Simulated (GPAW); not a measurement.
Consider TlS (R-3m).

```xyz
4
Lattice="2.0013 1.1555 7.3035 -2.0013 1.1555 7.3035 0.0000 -2.3109 7.3035" Properties=species:S:1:pos:R:3 pbc="T T T"
Tl    0.0000    0.0000   10.9553
Tl    0.0000    0.0000    0.0000
S     0.0000    0.0000    5.8040
S     0.0000    0.0000   16.1065
```

Absorber: atom 3, with 3 Tl at 2.75 Å and 3 Tl at 3.16 Å (distorted octahedral, site symmetry 3m). Method: GPAW, LDA, excited-electron core hole (neutral cell), 12-atom cell with 6.9 Å between holes, 4×4×3 k points, dipole transitions, Gaussian full width 0.9 eV up to 4 eV, rising linearly to 3.5 eV at 25 eV, without spin-orbit coupling.

Predict the near-edge structure at the S K edge.

Main maxima up to 24 eV above the zero (height): 0.4 eV (1.52), 5.5 eV (2.41), 16.5 eV (1.15) and 23.1 eV (1.19). A K edge sees empty p states on the absorber. The total-energy difference is 2472.66 eV. One term is added: -16.82 eV, since the hole is spin-paired here and a spin-polarised one costs that much less in the free atom (computed apart). The photon energy is then 2455.84 eV. The functional leaves an error in such absolute values: in the free atom LDA prices this hole 9.1 eV below PBE (computed apart), and PBE is itself good to a few eV.

The S K spectrum (energy from the lowest empty level; intensity scaled to a mean of 1 over the first 20 eV; polarised curves are means over the symmetry-equivalent atoms):

| E (eV) | isotropic | ε ⊥ c | ε ∥ c |
| --- | --- | --- | --- |
| -2.0 | 0.00 | 0.00 | 0.00 |
| -1.0 | 0.01 | 0.01 | 0.01 |
| 0.0 | 1.02 | 1.08 | 0.90 |
| 1.0 | 0.67 | 0.61 | 0.78 |
| 2.0 | 0.65 | 0.50 | 0.95 |
| 3.0 | 1.01 | 1.10 | 0.83 |
| 4.0 | 1.54 | 1.66 | 1.30 |
| 5.0 | 2.09 | 1.93 | 2.39 |
| 6.0 | 1.99 | 2.13 | 1.70 |
| 7.0 | 0.67 | 0.79 | 0.44 |
| 8.0 | 0.29 | 0.29 | 0.29 |
| 9.0 | 0.37 | 0.38 | 0.36 |
| 10.0 | 0.52 | 0.48 | 0.60 |
| 11.0 | 0.60 | 0.50 | 0.81 |
| 12.0 | 0.77 | 0.68 | 0.93 |
| 13.0 | 0.97 | 1.00 | 0.92 |
| 14.0 | 1.05 | 1.11 | 0.94 |
| 15.0 | 1.07 | 1.12 | 0.98 |
| 16.0 | 1.14 | 1.15 | 1.12 |
| 17.0 | 1.14 | 1.09 | 1.24 |
| 18.0 | 1.09 | 1.02 | 1.25 |
| 19.0 | 1.07 | 1.01 | 1.20 |
| 20.0 | 1.06 | 1.02 | 1.13 |
| 21.0 | 1.08 | 1.08 | 1.08 |
| 22.0 | 1.14 | 1.17 | 1.09 |
| 23.0 | 1.19 | 1.23 | 1.10 |
| 24.0 | 1.15 | 1.20 | 1.05 |
| 25.0 | 1.07 | 1.11 | 0.99 |
| 26.0 | 1.01 | 1.04 | 0.96 |
| 27.0 | 1.00 | 1.01 | 0.97 |
| 28.0 | 1.01 | 1.02 | 1.01 |
| 29.0 | 1.05 | 1.06 | 1.04 |
| 30.0 | 1.09 | 1.11 | 1.07 |
| 31.0 | 1.10 | 1.12 | 1.06 |
| 32.0 | 1.06 | 1.09 | 1.01 |

The unit cell's mesh shows no gap over 0.35 eV. That is right for a metallic compound; for a small-gap or correlated insulator it would be the fault of the functional or of the assumed magnetic order, and the hole would be screened too well. The mesh is coarse (0.29 Å⁻¹ between points), so small maxima may be mesh ripples. The structure is a computed Materials Project entry and may be a hypothetical form.

[Banner, clock and machine lines of the logs are left out without a mark of their own.]

[Logs are printed without paths, hosts, clocks, repeated set-up lines and the standing remarks that a program may print on its own settings, such as how far it seeks lower states.]

[Hosts, paths, dates, database ids (printed as entryN), source tags and the programs' standing remarks are cut or masked in the printed files.]

[Lists of maxima count a maximum above −3 eV only where it reaches 4 % of the highest in the window and stands out from its surroundings by 2 % of it (1.5 % where it reaches 55 %); shoulders and weaker maxima are passed over, and of the rest the first, up to two pre-edge ones and the few strongest are named.]
